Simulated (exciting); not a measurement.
# Core excitons at the F K edge of NaF (Villiaumite), part 2 of 3

Aim: the F K absorption edge of NaF (Villiaumite) with the electron–hole interaction treated explicitly, and what each term of the kernel does.

exciting sodium; X-ray absorption, core-level Bethe-Salpeter equation, exchange and statically screened direct term, Tamm-Dancoff, all-electron LAPW+lo PBEsol.

So far. Step 3 (A richer basis for the empty states): Against the first ground state the total energy moves by -8 meV an atom and the gap by 0.00 eV.

## 4. Screening, kernels and BSE for F atom 2

The absorber has 6 Na at 2.32 Å (octahedral, site symmetry m-3m).

input.xml reads:

```
<input>
  <title>NaF</title>
  <structure speciespath="." autormt="false" epslat="1.0e-5">
    <crystal>
      <basevect>0.0000000000 4.3841646083 4.3841646083</basevect>
      <basevect>4.3841646083 0.0000000000 4.3841646083</basevect>
      <basevect>4.3841646083 4.3841646083 0.0000000000</basevect>
    </crystal>
    <species speciesfile="Na.xml" rmt="2.240">
      <atom coord="0.0000000000 0.0000000000 0.0000000000"/>
    </species>
    <species speciesfile="F.xml" rmt="2.013">
      <atom coord="0.5000000000 0.5000000000 0.5000000000"/>
    </species>
  </structure>
  <groundstate do="skip" xctype="GGA_PBE_SOL" ngridk="5 5 5" rgkmax="7" gmaxvr="14" nempty="8" swidth="0.001" maxscl="100" epsengy="1e-5"/>
  <xs xstype="BSE" ngridk="6 6 6" ngridq="6 6 6" vkloff="0.097 0.273 0.493" rgkmax="7" nempty="16" gqmax="3" lmaxapwwf="5" lmaxemat="2" broad="0.01654" tevout="true">
    <energywindow intv="23.618 25.235" points="439"/>
    <screening screentype="full" nempty="31"/>
    <BSE xas="true" xasspecies="2" xasatom="1" xasedge="K" bsetype="singlet" nstlxas="1 12"/>
    <qpointset>
      <qpoint>0 0 0</qpoint>
    </qpointset>
    <plan>
      <doonly task="xsgeneigvec"/>
      <doonly task="writepmatxs"/>
      <doonly task="scrgeneigvec"/>
      <doonly task="scrwritepmat"/>
      <doonly task="screen"/>
      <doonly task="scrcoulint"/>
      <doonly task="exccoulint"/>
    </plan>
  </xs>
</input>
```

input.xml for the last start (plan only) reads:

```
  <plan>
    <doonly task="bse"/>
  </plan>
```

On the command line:

```
$ OMP_NUM_THREADS=1 mpirun -n 4 exciting
$ OMP_NUM_THREADS=4 exciting
```

Numbers of over 12 decimals in the logs are rounded to 6 here.

The program printed:

```text
| EXCITING SODIUM started for task xsgeneigvec ( 301)                          =
One-shot GS runs for BSE calculations
One-shot GS runs for k+qmt/2 grids
Info(xsgeneigvec): Generating eigenvectors for Q-point      1
Info(xsgeneigvec): Generation of eigenvectors finished
| EXCITING SODIUM started for task writepmatxs ( 320)                          =
Info(writepmatxs): Momentum matrix elements finished
| EXCITING SODIUM started for task scrgeneigvec ( 401)                         =
One-shot GS runs for BSE calculations
One-shot GS runs for k+qmt/2 grids
Info(xsgeneigvec): Generating eigenvectors for Q-point      1
Using screening GS parameters.
Info(xsgeneigvec): Generation of eigenvectors finished
| EXCITING SODIUM started for task scrwritepmat ( 420)                         =
Info(writepmatxs): Momentum matrix elements finished
Info(scrwritepmat): Momentum matrix elements for screening finished
| EXCITING SODIUM started for task screen ( 430)                               =
Info(screenlauncher): Calculating screening for unshifted q-grid.
Info(screenlauncher): Number of q points:      16
Info(screenlauncher): lowest (partially)  unoccupied state:      9
Info(screenlauncher): highest (partially) occupied state  :      8
Info(screenlauncher): number of occupied states considered:    8
Info(screenlauncher): number of unoccupied states considered:   32
Info(screenlauncher): Starting loop over q-points
Info(screenlauncher): Screening for unshifted q-grid finished
Info(screenlauncher): Screening finished
| EXCITING SODIUM started for task scrcoulint ( 440)                           =
Info(scrcoulintlauncher): Setting up screened Coulomb interaction matrix W.
Info(scrcoulintlauncher): Using momentum transfer vectors from list :   1 to  1
Info(scrcoulintlauncher): Calculating screened Coulomb interaction matrix W
Info(scrcoulintlauncher): Momentum transfer list index: iqmt=  1
Info(scrcoulintlauncher): Momentum transfer: vqmtl=   0.000   0.000   0.000
Info(scrcoulintlauncher): Calculating RR block of W
Info(scrcoulint): Inspecting occupations...
Info(setranges_modxs): Number of non-reduced k-points:      216
Info(setranges_modxs): Number of states considered:       25
Info(setranges_modxs): Number of (partially) occupied states:        2
Info(setranges_modxs): Highest (partially) occupied states:        8
Info(setranges_modxs): Number of (partially) unoccupied states:       17
Info(setranges_modxs): Lowest (partially) unoccupied states:        9
Info(scrcoulint): Selecting transitions...
Info(select_transitions): Inspecting transitions in the  band interval:
  lowest occupied state:   1
  highest occupied state:   2
  lowest unoccupied state:   9
  highest unoccupied state:  20
  Opening gap with a scissor of:      0.000/H      0.000/eV
Info(select_transitions): Number of participating transitions:    5184
Info(scrcoulint): Size of file SCCLI will be about     0.201153 GB
Info(scrcoulint): Using q-grid
Info(scrcoulint): Number of reduced q-points:     16
Info(scrcoulint): Number of non-reduced q-points:    216
Info(scrcoulint): Calculating W(G1,G2,qr) fourier coefficients
Info(scrcoulint): Calculating W matrix elements
Info(scrcoulintlauncher): Screened coulomb interaction finished for iqmt=   1
| EXCITING SODIUM started for task exccoulint ( 441)                           =
Info(exccoulintlauncher): Setting up exchange interaction matrix V.
Info(exccoulintlauncher): Using momentum transfer vectors from list :   1 to  1
Info(exccoulintlauncher):Calculating exchange interaction matrix V
Info(exccoulintlauncher): Momentum transfer list index: iqmt=  1
Info(exccoulintlauncher): Momentum transfer: vqmtl=   0.000   0.000   0.000
Info(exccoulintlauncher): Calculating RR block of V
Info(exccoulint): Inspecting occupations...
Info(setranges_modxs): Number of non-reduced k-points:      216
Info(setranges_modxs): Number of states considered:       25
Info(setranges_modxs): Number of (partially) occupied states:        2
Info(setranges_modxs): Highest (partially) occupied states:        8
Info(setranges_modxs): Number of (partially) unoccupied states:       17
Info(setranges_modxs): Lowest (partially) unoccupied states:        9
Info(exccoulint): Selecting transitions...
Info(select_transitions): Inspecting transitions in the  band interval:
  lowest occupied state:   1
  highest occupied state:   2
  lowest unoccupied state:   9
  highest unoccupied state:  20
  Opening gap with a scissor of:      0.000/H      0.000/eV
Info(select_transitions): Number of participating transitions:    5184
Info(exccoulint): Size of file EXCLI will be about     0.201153 GB
Info(exccoulint): Generating plane wave matrix elements for momentum transfer iqmt=   1
  Timing (in seconds)	   :     145.971
Info(exccoulint): Generating V matrix elements
Info(exccoulint): Zeroing Coulomb potential at G+qmt index:  1
Info(exccoulintlauncher): Exchange interaction finished for iqmt=   1
| EXCITING SODIUM started for task bse ( 445)                                  =
Info(bselauncher): Init time:    0.356219
Info(bselauncher): Setting up and diagonalizing BSE Hamiltonian.
Info(bselauncher): Using momentum transfer vectors from list :   1 to  1
Info(bselauncher): Distributing qmt-points over   1 processes.
Info(bselauncher): BSE type: singlet
Info(bselauncher): Momentum transfer list index: iqmt=  1
Info(bselauncher): Momentum transfer: vqmtl=   0.000   0.000   0.000
Info(bse): Inspecting occupations...
Info(setranges_modxs): Number of non-reduced k-points:      216
Info(setranges_modxs): Number of states considered:       25
Info(setranges_modxs): Number of (partially) occupied states:        2
Info(setranges_modxs): Highest (partially) occupied states:        8
Info(setranges_modxs): Number of (partially) unoccupied states:       17
Info(setranges_modxs): Lowest (partially) unoccupied states:        9
Info(select_transitions): Inspecting transitions in the  band interval:
  lowest occupied state:   1
  highest occupied state:   2
  lowest unoccupied state:   9
  highest unoccupied state:  20
  Opening gap with a scissor of:      0.000/H      0.000/eV
Info(select_transitions): Number of participating transitions:    5184
Info(bse): Selecting transitions...
Info(bse):bsegap (eV):   654.880151
Info(bse): Assembling BSE matrix
  RR/RA blocks of global BSE-Hamiltonian:
  Size of the Hamiltonian:    5184
  Number of k-points:     216
  Distributing matrix to   1 processes
  Local matrix shape   5184 x  5184
Info(bse): max local RAM needed for BSE matrices ~     0.400452 GB
Info(setup_bse_block): Setting up RR part of hamiltonian
Info(setup_bse_block): Singlet spin state
Info(bse): Diagonalizing RR Hamiltonian (TDA)
Info(bse): Invoking Lapack routine ZHEEVR
      5184 eigen solutions found in the interval:
         i1=       1 i2=    5184
Info(bse): Writing excition energies and oscillator strengths to text file.
Info(makespectrum_dist): Making spectrum using formula for coupling with time reversed AR basis.
Info(makespectrum_dist): Using formalism for vanishing momentum transfer.
Info(writederived): Writing quantities derived from the macroscopic dielectric function.
Info(bselauncher): Spectrum finished for iqmt=  1
Info(bselauncher): All done for BSE type singlet
```

It took 8.6 min on 4 MPI ranks of Arm Neoverse V1, shared host.

Wall time by task: xsgeneigvec 2.8 s, writepmatxs 6.2 s, scrgeneigvec 2.5 s, scrwritepmat 1.6 s, screen 47 s, scrcoulint 4.1 min, exccoulint 2.5 min, bse 64 s.

The F K spectrum of F atom 2 (energy from the Kohn–Sham onset, core level to the lowest empty state found on the meshes used, 654.69 eV; the ground-state mesh sets it, and the shifted mesh has its lowest transition 0.19 eV above it; Im ε scaled to the maximum of the singlet run; cut below the end of the band set):

| E (eV) | Im ε |
| --- | --- |
| -5.0 | 0.02 |
| -4.5 | 0.03 |
| -4.0 | 0.03 |
| -3.5 | 0.04 |
| -3.0 | 0.06 |
| -2.5 | 0.08 |
| -2.0 | 0.13 |
| -1.5 | 0.24 |
| -1.0 | 0.56 |
| -0.5 | 0.99 |
| 0.0 | 0.97 |
| 0.5 | 0.88 |
| 1.0 | 0.82 |
| 1.5 | 0.75 |
| 2.0 | 0.67 |
| 2.5 | 0.58 |
| 3.0 | 0.54 |
| 3.5 | 0.45 |
| 4.0 | 0.39 |
| 4.5 | 0.31 |
| 5.0 | 0.21 |
| 5.5 | 0.16 |
| 6.0 | 0.14 |
| 6.5 | 0.14 |
| 7.0 | 0.18 |
| 7.5 | 0.22 |
| 8.0 | 0.21 |
| 8.5 | 0.22 |
| 9.0 | 0.25 |
| 9.5 | 0.30 |
| 10.0 | 0.40 |
| 10.5 | 0.43 |
| 11.0 | 0.35 |
| 11.5 | 0.26 |
| 12.0 | 0.20 |
| 12.5 | 0.16 |
| 13.0 | 0.15 |
| 13.5 | 0.15 |
| 14.0 | 0.17 |
| 14.5 | 0.17 |
| 15.0 | 0.17 |
| 15.5 | 0.19 |
| 16.0 | 0.19 |
| 16.5 | 0.24 |
| 17.0 | 0.30 |
| 17.5 | 0.34 |
| 18.0 | 0.35 |
| 18.5 | 0.35 |
| 19.0 | 0.27 |
| 19.5 | 0.21 |
| 20.0 | 0.19 |
| 20.5 | 0.16 |
| 21.0 | 0.14 |
| 21.5 | 0.11 |
| 22.0 | 0.10 |
| 22.5 | 0.09 |
| 23.0 | 0.10 |
| 23.5 | 0.11 |

Maxima (height): -0.3 eV (1.00), 10.3 eV (0.43) and 18.4 eV (0.35).

The Hamiltonian has 5184 rows. The lowest groups of eigenvalues and the brightest ones, on the scale above (the program counts from the shifted mesh's onset, 0.19 eV higher). Core spinors bring spin-forbidden partners, so dark means forbidden by spin or by symmetry, and the shifted mesh splits states that symmetry would keep together:

| energy (eV) | states within 10 meV | relative strength |
| --- | --- | --- |
| -2.171 | 2 | dark |
| -0.800 | 2 | 0.39 |
| -0.675 | 2 | 0.77 |
| -0.630 | 1 | dark |
| -0.620 | 1 | 1.00 |
| -0.492 | 2 | 0.50 |
| -0.266 | 2 | 0.46 |
| -0.087 | 2 | 0.76 |
| 0.380 | 1 | 0.39 |

## 5. Independent particles

input.xml: that of step 4 with these lines changed.

```diff
@@ -19,3 +19,3 @@
     <screening screentype="full" nempty="31"/>
-    <BSE xas="true" xasspecies="2" xasatom="1" xasedge="K" bsetype="singlet" nstlxas="1 12"/>
+    <BSE xas="true" xasspecies="2" xasatom="1" xasedge="K" bsetype="IP" nstlxas="1 12"/>
     <qpointset>
@@ -24,9 +24,3 @@
     <plan>
-      <doonly task="xsgeneigvec"/>
-      <doonly task="writepmatxs"/>
-      <doonly task="scrgeneigvec"/>
-      <doonly task="scrwritepmat"/>
-      <doonly task="screen"/>
-      <doonly task="scrcoulint"/>
-      <doonly task="exccoulint"/>
+      <doonly task="bse"/>
     </plan>
```

On the command line:

```
$ OMP_NUM_THREADS=4 exciting
```

The program printed:

```text
| EXCITING SODIUM started for task bse ( 445)                                  =
Info(bselauncher): Init time:    0.355821
Info(bselauncher): Setting up and diagonalizing BSE Hamiltonian.
Info(bselauncher): Using momentum transfer vectors from list :   1 to  1
Info(bselauncher): Distributing qmt-points over   1 processes.
Info(bselauncher): BSE type: IP
Info(bselauncher): Momentum transfer list index: iqmt=  1
Info(bselauncher): Momentum transfer: vqmtl=   0.000   0.000   0.000
Info(bse): Inspecting occupations...
Info(setranges_modxs): Number of non-reduced k-points:      216
[...]
highest unoccupied state:  20
  Opening gap with a scissor of:      0.000/H      0.000/eV
Info(select_transitions): Number of participating transitions:    5184
Info(bse): Selecting transitions...
Info(bse):bsegap (eV):   654.880151
Info(bse): IP requested, nothing much to do
Info(bse): Writing excition energies and oscillator strengths to text file.
Info(makespectrum_dist): Making spectrum using formula for coupling with time reversed AR basis.
Info(makespectrum_dist): Using formalism for vanishing momentum transfer.
Info(writederived): Writing quantities derived from the macroscopic dielectric function.
Info(bselauncher): Spectrum finished for iqmt=  1
Info(bselauncher): All done for BSE type IP
```

Elapsed: 1.5 s, on 4 threads.

Maxima (height): 6.7 eV (0.88), 13.3 eV (0.54), 16.8 eV (0.26) and 22.2 eV (0.60). The spectrum differs from the singlet run by 97 % r.m.s. Moving the earlier curve by +5.3 eV leaves 51 %. The highest maximum lies at 6.7 eV (0.88), against -0.3 eV (1.00).

## 6. Exchange alone

input.xml: that of step 5 with these lines changed.

```diff
@@ -19,3 +19,3 @@
     <screening screentype="full" nempty="31"/>
-    <BSE xas="true" xasspecies="2" xasatom="1" xasedge="K" bsetype="IP" nstlxas="1 12"/>
+    <BSE xas="true" xasspecies="2" xasatom="1" xasedge="K" bsetype="RPA" nstlxas="1 12"/>
     <qpointset>
```

On the command line:

```
$ OMP_NUM_THREADS=4 exciting
```

The program printed:

```text
| EXCITING SODIUM started for task bse ( 445)                                  =
Info(bselauncher): Init time:    0.352764
Info(bselauncher): Setting up and diagonalizing BSE Hamiltonian.
Info(bselauncher): Using momentum transfer vectors from list :   1 to  1
Info(bselauncher): Distributing qmt-points over   1 processes.
Info(bselauncher): BSE type: RPA
Info(bselauncher): Momentum transfer list index: iqmt=  1
Info(bselauncher): Momentum transfer: vqmtl=   0.000   0.000   0.000
Info(bse): Inspecting occupations...
Info(setranges_modxs): Number of non-reduced k-points:      216
[...]
Info(setup_bse_block): Setting up RR part of hamiltonian
Info(setup_bse_block): Using RPA approximation
Info(bse): Diagonalizing RR Hamiltonian (TDA)
Info(bse): Invoking Lapack routine ZHEEVR
      5184 eigen solutions found in the interval:
         i1=       1 i2=    5184
Info(bse): Writing excition energies and oscillator strengths to text file.
Info(makespectrum_dist): Making spectrum using formula for coupling with time reversed AR basis.
Info(makespectrum_dist): Using formalism for vanishing momentum transfer.
Info(writederived): Writing quantities derived from the macroscopic dielectric function.
Info(bselauncher): Spectrum finished for iqmt=  1
Info(bselauncher): All done for BSE type RPA
```

Wall time 63 s (4 threads).

Maxima (height): 6.7 eV (0.88), 13.3 eV (0.54), 16.8 eV (0.26) and 22.2 eV (0.60). The spectrum differs from the independent-particle run by 2 % r.m.s.

## 7. Broadening

Changed against the first singlet run: half width (eV) from 0.45 to 1.35.

input.xml: that of step 6 with these lines changed.

```diff
@@ -16,6 +16,6 @@
   <groundstate do="skip" xctype="GGA_PBE_SOL" ngridk="5 5 5" rgkmax="7" gmaxvr="14" nempty="8" swidth="0.001" maxscl="100" epsengy="1e-5"/>
-  <xs xstype="BSE" ngridk="6 6 6" ngridq="6 6 6" vkloff="0.097 0.273 0.493" rgkmax="7" nempty="16" gqmax="3" lmaxapwwf="5" lmaxemat="2" broad="0.01654" tevout="true">
+  <xs xstype="BSE" ngridk="6 6 6" ngridq="6 6 6" vkloff="0.097 0.273 0.493" rgkmax="7" nempty="16" gqmax="3" lmaxapwwf="5" lmaxemat="2" broad="0.04961" tevout="true">
     <energywindow intv="23.618 25.235" points="439"/>
     <screening screentype="full" nempty="31"/>
-    <BSE xas="true" xasspecies="2" xasatom="1" xasedge="K" bsetype="RPA" nstlxas="1 12"/>
+    <BSE xas="true" xasspecies="2" xasatom="1" xasedge="K" bsetype="singlet" nstlxas="1 12"/>
     <qpointset>
```

On the command line:

```
$ OMP_NUM_THREADS=4 exciting
```

The program printed:

```text
| EXCITING SODIUM started for task bse ( 445)                                  =
Info(bselauncher): Init time:    0.355157
Info(bselauncher): Setting up and diagonalizing BSE Hamiltonian.
Info(bselauncher): Using momentum transfer vectors from list :   1 to  1
Info(bselauncher): Distributing qmt-points over   1 processes.
Info(bselauncher): BSE type: singlet
Info(bselauncher): Momentum transfer list index: iqmt=  1
Info(bselauncher): Momentum transfer: vqmtl=   0.000   0.000   0.000
Info(bse): Inspecting occupations...
[...]
Info(setup_bse_block): Setting up RR part of hamiltonian
Info(setup_bse_block): Singlet spin state
Info(bse): Diagonalizing RR Hamiltonian (TDA)
Info(bse): Invoking Lapack routine ZHEEVR
      5184 eigen solutions found in the interval:
         i1=       1 i2=    5184
Info(bse): Writing excition energies and oscillator strengths to text file.
Info(makespectrum_dist): Making spectrum using formula for coupling with time reversed AR basis.
Info(makespectrum_dist): Using formalism for vanishing momentum transfer.
Info(writederived): Writing quantities derived from the macroscopic dielectric function.
Info(bselauncher): Spectrum finished for iqmt=  1
Info(bselauncher): All done for BSE type singlet
```

Wall time 72 s (4 threads).

Against the singlet run the r.m.s. difference is 26 %. The highest maximum lies at 0.4 eV (0.66), against -0.3 eV (1.00). Only the width of each line changes; the area stays. A table step wider than the lines misses their tops.

| E (eV) | first run | this run |
| --- | --- | --- |
| -10.0 | 0.01 | 0.02 |
| -9.0 | 0.01 | 0.02 |
| -8.0 | 0.01 | 0.03 |
| -7.0 | 0.01 | 0.04 |
| -6.0 | 0.02 | 0.05 |
| -5.0 | 0.02 | 0.06 |
| -4.0 | 0.03 | 0.09 |
| -3.0 | 0.06 | 0.14 |
| -2.0 | 0.13 | 0.26 |
| -1.0 | 0.56 | 0.48 |
| 0.0 | 0.97 | 0.65 |
| 1.0 | 0.82 | 0.64 |
| 2.0 | 0.67 | 0.57 |
| 3.0 | 0.54 | 0.47 |
| 4.0 | 0.39 | 0.37 |
| 5.0 | 0.21 | 0.27 |
| 6.0 | 0.14 | 0.22 |
| 7.0 | 0.18 | 0.22 |
| 8.0 | 0.21 | 0.23 |
| 9.0 | 0.25 | 0.26 |
| 10.0 | 0.40 | 0.30 |
| 11.0 | 0.35 | 0.28 |
| 12.0 | 0.20 | 0.22 |
| 13.0 | 0.15 | 0.19 |
| 14.0 | 0.17 | 0.18 |
| 15.0 | 0.17 | 0.19 |
| 16.0 | 0.19 | 0.21 |
| 17.0 | 0.30 | 0.25 |
| 18.0 | 0.35 | 0.27 |
| 19.0 | 0.27 | 0.24 |
| 20.0 | 0.19 | 0.19 |
| 21.0 | 0.14 | 0.15 |
| 22.0 | 0.10 | 0.12 |
| 23.0 | 0.10 | 0.11 |

(Part 2 of 3 ends here.)

[Banner, clock and machine lines of the logs are left out without a mark of their own.]

[Logs are printed without paths, hosts, clocks, repeated set-up lines and the standing remarks that a program may print on its own settings, such as how far it seeks lower states.]

[Hosts, paths, dates, database ids (printed as entryN), source tags and the programs' standing remarks are cut or masked in the printed files.]
